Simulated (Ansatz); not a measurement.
# 1T-PbSTe monolayer in a perpendicular field

Aim: how the 1T-PbSTe monolayer screens a field along its normal, and what the field does to its bands. A positive field points along +c.

Program: Ansatz 0.2.0. Level of theory: plane-wave DFT, PBE-D3(BJ), Ansatz PAW (set soft_1); PAW set soft_1. Results are calculated unless marked as measured.

Report form: the programs' logs are mostly left out.

## Step 1: The structure

The cell holds 3 atoms: 1 Te, 1 Pb and 1 S. Its edges and angles: a = 3.646 Å, b = 3.646 Å, c = 36.633 Å, α = 90.0°, β = 90.0°, γ = 120.0°. Vacuum lies along c.

## Step 2: Relaxing the slab

The starting cell is a guess, so the in-plane lattice and the atoms are relaxed first, with the slab cut off from its images along the normal.

Contents of input.yaml:

```yaml
crystal:
  lattice:
    - [3.645692, 0.0, 0.0]
    - [-1.822846, 3.1572618864, 0.0]
    - [0.0, 0.0, 36.6327315422]
  atoms:
    - { symbol: Te, position: [0.6666666667, 0.3333333333, 0.461336059] }
    - { symbol: Pb, position: [0.0, 0.0, 0.5081060458] }
    - { symbol: S, position: [0.3333333333, 0.6666666667, 0.538663941] }
  periodic: [true, true, false]
kpoints:
  mp_grid: { grid: [12, 12, 1] }
hamiltonian:
  xc: pbe
  dispersion: d3bj
  pseudopotentials: { kind: paw, azcp: { folder: soft_1 } }
scf:
  occupations: { method: fermi_dirac, width: 0.05 }
  convergence: { dr2_threshold: 1.0e-09 }
relax:
  f_tol: 0.004
  max_steps: 90
  cell: {}
output:
  write_potential: true
  write_density: true
  volumetric_format: npy
```

Launch:

```
$ ansatz run input.yaml --threads 2 --pin off --max-ram 3072MiB --backend cpu --events-out ev --progress --plain --runs-dir out
```

Wall time 81 s (2 threads of Arm Neoverse V2, shared host); peak memory 0.68 GiB.

Step by step:

```csv
step,energy less that of the first step (eV),largest force component (eV/Å),volume (Å³)
1,0.0000,6.0313,421.66
2,-1.7829,3.1998,429.64
3,-2.5851,1.0297,446.81
4,-2.7525,0.5437,463.03
5,-2.8281,0.0196,466.70
6,-2.8358,0.0567,459.49
7,-2.8395,0.0252,450.68
8,-2.8395,0.0023,451.05
9*,-2.8404,0.0024,451.05
```

Relaxation steps marked * repeat the geometry before them on a plane-wave basis chosen anew for their cell, so energy and pressure can jump there.

Forces are held to the 6 operations that the run works with; a distortion that breaks them can't arise in this run.

```
cell as run  before  after  change
      a (Å)   3.646  3.771  +3.4 %
      b (Å)   3.646  3.771  +3.4 %
```

The atoms that moved most (Å, along periodic axes as changes of fractional coordinates times the final cell, across vacuum about the mean position):

| atom | dx | dy | dz | length |
| --- | --- | --- | --- | --- |
| Te1 | 0.000 | 0.000 | -0.669 | 0.669 |
| S3 | 0.000 | 0.000 | 0.549 | 0.549 |
| Pb2 | 0.000 | 0.000 | 0.120 | 0.120 |

The relaxed structure:

```xyz
3
Lattice="3.7706 0.0000 0.0000 -1.8853 3.2654 0.0000 0.0000 0.0000 36.6327" Properties=species:S:1:pos:R:3
Te    1.8853    1.0885   16.2308
Pb    0.0000    0.0000   18.7337
S     0.0000    2.1770   20.2816
```

This step gave:

| Property | Result |
| --- | --- |
| energy at zero smearing | -19791.4880 eV |

The lattice constant a goes from 3.646 to 3.771 Å.

## Step 3: Single point, field 0

A sawtooth potential applies the field, turning back in the middle of the vacuum. With the dipole correction the typed value is the field outside the slab. The induced dipole is small, so the SCF threshold is tight.

The cell differs from the one that the last finished run ended in (c 36.633 → 22.051 Å).

Contents of input.yaml:

```yaml
crystal:
  lattice:
    - [3.7706154699, 0.0, 0.0]
    - [-1.8853077349, 3.2654487848, 0.0]
    - [0.0, 0.0, 22.0508256065]
  atoms:
    - { symbol: Te, position: [0.6666666667, 0.3333333333, 0.4081479832] }
    - { symbol: Pb, position: [0.0, 0.0, 0.5216567991] }
    - { symbol: S, position: [0.3333333333, 0.6666666667, 0.5918520168] }
kpoints:
  mp_grid: { grid: [18, 18, 1] }
  band_path:
    path: [[0, 0, 0], [0.5, 0, 0], [0.33333333, 0.33333333, 0], [0, 0, 0]]
    npoints: 16
hamiltonian:
  xc: pbe
  dispersion: d3bj
  pseudopotentials: { kind: paw, azcp: { folder: soft_1 } }
scf:
  occupations: { method: fermi_dirac, width: 0.02585 }
  convergence: { dr2_threshold: 1.0e-10 }
efield:
  axis: 3
  dipole_correction: true
  ramp_position: 0.97
  ramp_width: 0.06
  amplitude: 0
output:
  dos: { projected: true, e_range: [-6, 5] }
  write_potential: true
  write_density: true
  volumetric_format: npy
  elf: true
```

It took 16 s on 2 threads; peak memory 0.6 GiB; 32 s of CPU time.

This step gave:

* energy at zero smearing: -19791.4884 eV
* work function, upper face: 5.953 eV
* work function, lower face: 5.185 eV
* dipole along the normal: -0.05221 e·Å
* step between the vacuum levels: 0.7674 eV

Running mean over a fixed 2.8 Å (it still follows the layers) of the planar mean; the ramp of the sawtooth is left out. Electron's electrostatic potential energy less the Fermi level against z:

z (Å), electron's electrostatic potential energy less the Fermi level (eV) and a bar from the least value:
```
     2.94       5.19 ############################
     3.38       5.19 ############################
     3.82       5.19 ############################
     4.26       5.18 ############################
     4.70       5.18 ############################
     5.15       5.18 ############################
     5.59       5.16 ############################
     6.03       5.10 ############################
     6.47       4.87 ###########################
     6.91       4.10 #########################
     7.35       2.53 ######################
     7.79       0.94 ##################
     8.23      -0.71 ##############
     8.67      -1.73 ###########
     9.11      -2.25 ##########
     9.56      -3.05 ########
    10.00      -3.83 ######
    10.44      -4.55 ####
    10.88      -4.85 ####
    11.17      -4.88 ###
    11.61      -5.66 ##
    12.05      -6.31 
    12.50      -5.37 ##
    12.94      -3.18 ########
    13.38      -0.85 #############
    13.82       1.01 ##################
    14.26       2.70 ######################
    14.70       4.35 ##########################
    15.14       5.48 #############################
    15.58       5.84 ##############################
    16.02       5.92 ##############################
    16.46       5.95 ##############################
    16.91       5.95 ##############################
    17.35       5.95 ##############################
    17.79       5.95 ##############################
    18.23       5.95 ##############################
    18.67       5.95 ##############################
    19.11       5.95 ##############################
```

The density of states has structure finer than the step of the table below, so its rows give means over 0.25 eV, whole bins alone (the curve runs from -6 to 1.99 eV). Peaks (eV: height): -3.710: 4.63, -2.910: 4.59, -2.310: 4.51, -1.920: 7.52, -1.670: 5.71, -1.560: 6.72, -1.090: 5.16.

Table of density of states by energy, zero at the Fermi level; means over each step:

| energy (eV) | density of states (states/eV a cell) |
| --- | --- |
| -4.50 | 0 |
| -4.25 | 0.398 |
| -4.00 | 1.32 |
| -3.75 | 2.08 |
| -3.50 | 1.25 |
| -3.25 | 2.06 |
| -3.00 | 2.42 |
| -2.75 | 2.26 |
| -2.50 | 2.44 |
| -2.25 | 2.37 |
| -2.00 | 3.44 |
| -1.75 | 4.37 |
| -1.50 | 3.29 |
| -1.25 | 1.40 |
| -1.00 | 2.66 |
| -0.75 | 1.17 |
| -0.50 | 2.04 |
| -0.25 | 2.35 |
| 0.00 | 2.92 |
| 0.25 | 2.36 |
| 0.50 | 1.86 |
| 0.75 | 1.43 |
| 1.00 | 0.681 |
| 1.25 | 0.344 |
| 1.50 | 0 |

Projected DOS per atom over height of the atomic layer and energy from the Fermi level. Layers: Te Pb S from below.

Values in states/eV, 22 rows by 3 columns, each cell a mean:
```
0.00 0.00 0.00
0.03 0.00 0.00
0.55 0.02 0.01
0.98 0.16 0.32
1.14 0.26 0.49
1.79 0.39 0.74
1.30 0.36 0.73
0.92 0.07 0.30
1.15 0.12 0.96
1.25 0.30 1.44
1.59 0.59 2.31
0.74 0.38 1.29
0.79 0.44 1.09
0.94 0.63 1.13
0.49 0.55 0.78
0.46 0.56 0.66
0.50 0.43 0.39
0.03 0.03 0.02
0.00 0.00 0.00
0.00 0.00 0.00
0.00 0.00 0.00
0.00 0.00 0.00
```
Columns: height of the atomic layer (Å) from 9 to 13.1 (not evenly spaced); rows upwards: energy from the Fermi level (eV) from -5.96 to 1.96.

The electronic bands at the labelled points (eV, zero at the Fermi level):

| point | band 15 | band 16 | band 17 | band 18 | band 19 | band 20 | band 21 | band 22 |
| --- | --- | --- | --- | --- | --- | --- | --- | --- |
| Γ | -0.87 | -0.87 | 0.10 | 1.32 | 1.32 | 3.42 | 4.94 | 5.04 |
| halfway | -1.98 | -1.47 | -1.44 | 0.33 | 0.59 | 3.08 | 4.62 | 5.15 |
| M | -2.89 | -1.93 | -1.78 | -0.48 | 0.06 | 2.83 | 3.73 | 4.86 |
| halfway | -3.07 | -2.52 | -1.69 | -1.02 | -0.22 | 3.06 | 3.84 | 4.51 |
| K | -3.18 | -3.10 | -1.94 | -1.02 | -0.58 | 3.16 | 3.40 | 4.98 |
| halfway | -2.34 | -1.87 | -1.43 | -0.31 | 0.56 | 3.41 | 4.17 | 4.92 |
| Γ | -0.87 | -0.87 | 0.10 | 1.32 | 1.32 | 3.42 | 4.94 | 5.04 |

Valence density in the ca plane at fractional y = 0.000, with atoms of Pb within 0.2 Å of it. It is the smooth field of the valence electrons, not physical close to the nuclei.

Ten steps, logarithmic in the rise over the least value, from '0' (0.0 e/Å³) to '9' (7.3 e/Å³), each cell a mean:
```
00000000000000000111113589985310000000000000
00000000000000001111112467764211000000000000
00000000000000001222222234443222100000000000
00000000000000012333322122223332110000000000
00000000000000012334322111123333210000000000
00000000000000012333322111223333210000000000
00000000000000011233222223333322100000000000
00000000000000001122222356653221100000000000
00000000000000000111112578875211000000000000
00000000000000000111113589986310000000000000
```
Columns run along c (16.0 Å, from fractional 0.10 to 0.83 of the cell), rows up along a (3.8 Å). Atoms in or near the plane, at fractional coordinates: Pb at (0.52, 0.00).

Electrostatic potential energy in the ca plane at fractional y = 0.000, with atoms of Pb within 0.2 Å of it. With pseudopotentials it is smooth inside the atoms' cores, unlike the true potential.

Ten even steps from '0' (-37 eV) to '9' (5 eV), each cell a mean:
```
99999999999999999999998300002799999999999999
99999999999999999999998620015899999999999999
99999999999999999888898865568899999999999999
99999999999999999877889988888889999999999999
99999999999999998766789999998888999999999999
99999999999999998876789988888888999999999999
99999999999999999888889887778899999999999999
99999999999999999998998741147899999999999999
99999999999999999999998400004799999999999999
99999999999999999999997200001789999999999999
```
Columns run along c (16.0 Å, from fractional 0.10 to 0.83 of the cell; values clipped at the 3rd and 97th percentile), rows up along a (3.8 Å). Atoms in or near the plane, at fractional coordinates: Pb at (0.52, 0.00).

ELF in the ca plane at fractional y = 0.000, with atoms of Pb within 0.2 Å of it. It is the smooth field of the valence electrons, not physical close to the nuclei.

Ten even steps from '0' (0.00) to '9' (0.78), each cell a mean:
```
00000000000111113541024310000000000000000000
00000000012344322454444222100000000000000000
00000000135677643344433456431000000000000000
00000001257887764222235799853100000000000000
00000001368877776311136899974100000000000000
00000001368877775211236899863100000000000000
00000000246777753234334677642000000000000000
00000000023555432355543333210000000000000000
00000000001222213452134211000000000000000000
00000000000111113540014310000000000000000000
```
Columns run along c (16.0 Å, from fractional 0.19 to 0.92 of the cell), rows up along a (3.8 Å). Atoms in or near the plane, at fractional coordinates: Pb at (0.52, 0.00).

The work function of the upper face is 5.95 eV.

## Step 4: Single point, field 0.1 V/Å

Changes to input.yaml since step 3:

```diff
@@ -24,7 +24,6 @@
   dipole_correction: true
-  ramp_position: 0.97
-  ramp_width: 0.06
-  amplitude: 0
+  ramp_position: 0.9433
+  ramp_width: 0.0984
+  amplitude: 0.1
 output:
-  dos: { projected: true, e_range: [-6, 5] }
   write_potential: true
@@ -32,2 +31 @@
   volumetric_format: npy
-  elf: true
```

Run time: 16 s. Hardware: 2 threads; peak memory 0.57 GiB; 32 s of CPU time.

The dipole is -0.00896 e·Å, 0.0432 e·Å from its value without field.

## Step 5: Atoms held, field -0.1 V/Å

Changes to input.yaml since step 4:

```diff
@@ -26,3 +26,3 @@
   ramp_width: 0.0984
-  amplitude: 0.1
+  amplitude: -0.1
 output:
```

Wall time 20 s (2 threads); peak memory 0.57 GiB.

The dipole is -0.0954 e·Å, -0.0432 e·Å from its value without field.

## Step 6: Response, atoms held

This step: plane-wave DFT, PBE-D3(BJ), Ansatz PAW (set soft_1); response to a field along the normal, atoms held; PAW set soft_1 (Ansatz 0.2.0).

The dipoles give the slope, and the difference of two potentials shows where the field is screened.

Numbers from this step:

* equivalent conductor thickness p/(ε₀AE): 6.354 Å
* distance between the outer atoms: 4.051 Å

The dipole of the cell by applied field:

```
applied field (V/Å)  dipole of the cell (e·Å)
            -0.1000                   -0.0954
             0.0000                   -0.0522
             0.1000                  -0.00896
```

Local field over the applied field, running mean. From the potentials at -0.1 and 0.1 V/Å; running mean over 2.5 Å. Table of local field over applied field by z:

z (Å), local field over applied field and a bar:
```
      4.5      0.997 ##############################
      5.0      0.992 ##############################
      5.5      0.978 #############################
      6.0      0.943 ############################
      6.5      0.864 ##########################
      7.0      0.725 ######################
      7.5      0.550 ################
      8.0      0.372 ###########
      8.5      0.210 ######
      9.0      0.084 ##
      9.5      0.025 
     10.0      0.015 
     10.5      0.015 
     11.0      0.014 
     11.5      0.023 
     12.0      0.039 #
     12.5      0.070 ##
     13.0      0.163 #####
     13.5      0.317 #########
     14.0      0.497 ###############
     14.5      0.676 ####################
     15.0      0.832 #########################
     15.5      0.931 ############################
     16.0      0.975 #############################
     16.5      0.992 ##############################
     17.0      0.998 ##############################
     17.5      0.999 ##############################
```

Electrons, planar mean, per unit field. The induced electron density by z:

```
z (Å)  induced electron density (e/Å³ per V/Å)
 4.12                                   4.2e-6
 4.56                                   1.2e-5
 4.85                                   2.3e-5
 5.29                                   6.3e-5
 5.59                                   1.2e-4
 6.03                                   2.9e-4
 6.32                                   5.2e-4
 6.76                                  0.00115
 7.06                                  0.00186
 7.50                                  0.00318
 7.79                                  0.00366
 8.23                                  0.00231
 8.53                                   9.3e-4
 8.97                                   3.0e-4
 9.41                                   4.2e-4
 9.70                                   6.5e-4
10.14                                  -2.1e-4
10.44                                  -6.7e-4
10.88                                  -5.2e-4
11.17                                  -4.5e-6
11.61                                   5.7e-4
11.91                                   3.8e-4
12.35                                  -3.7e-4
12.64                                  -7.4e-4
13.08                                  -6.6e-4
13.52                                 -0.00266
13.82                                 -0.00376
14.26                                 -0.00309
14.55                                 -0.00206
14.99                                  -9.3e-4
15.29                                  -5.1e-4
15.73                                  -2.0e-4
16.02                                  -1.0e-4
16.46                                  -3.5e-5
16.76                                  -1.7e-5
17.20                                  -5.6e-6
17.49                                  -2.6e-6
17.93                                  -8.4e-7
```

By hand: between -0.1 and 0.1 V/Å the dipole changes by 0.08646 e·Å, a slope of 0.4323 e·Å²/V. A perfect conductor of thickness t has p = ε₀AEt, so t = 180.95 × 0.4323 / 12.313 = 6.35 Å (e/ε₀ = 180.95 V·Å, A in Å²).

The induced dipole is that of a conductor 6.35 Å thick.

## Step 7: What came out

* gap without field: none
* work function, upper face: 5.95 eV
* step between the vacuum levels: 0.767 eV
* equivalent conductor thickness, atoms held: 6.35 Å

The induced dipole equals that of a perfect conductor 6.35 Å thick, while the outer atoms lie 4.05 Å apart. The two faces differ: the vacuum level above lies 0.77 eV higher than the one below. There is no gap over 0.03 eV, with or without the field. Spin-orbit coupling is left out, which matters for the bands of elements this heavy.

[Logs are printed without paths, hosts, clocks, repeated set-up lines and the standing remarks that a program may print on its own settings, such as how far it seeks lower states.]

[Hosts, paths, dates, database ids (printed as entryN), source tags and the programs' standing remarks are cut or masked in the printed files.]

[Maps of the electrostatic potential energy from Ansatz leave out the sawtooth potential of an applied field or a dipole correction, so their vacuum need not be flat; planar profiles and work functions include it.]

[The density of states shown here was stored with 400 of the rows of the run's finer table, so its peaks can read low, often by over a quarter, or be missed, and its means over a window can be off by a tenth or more.]
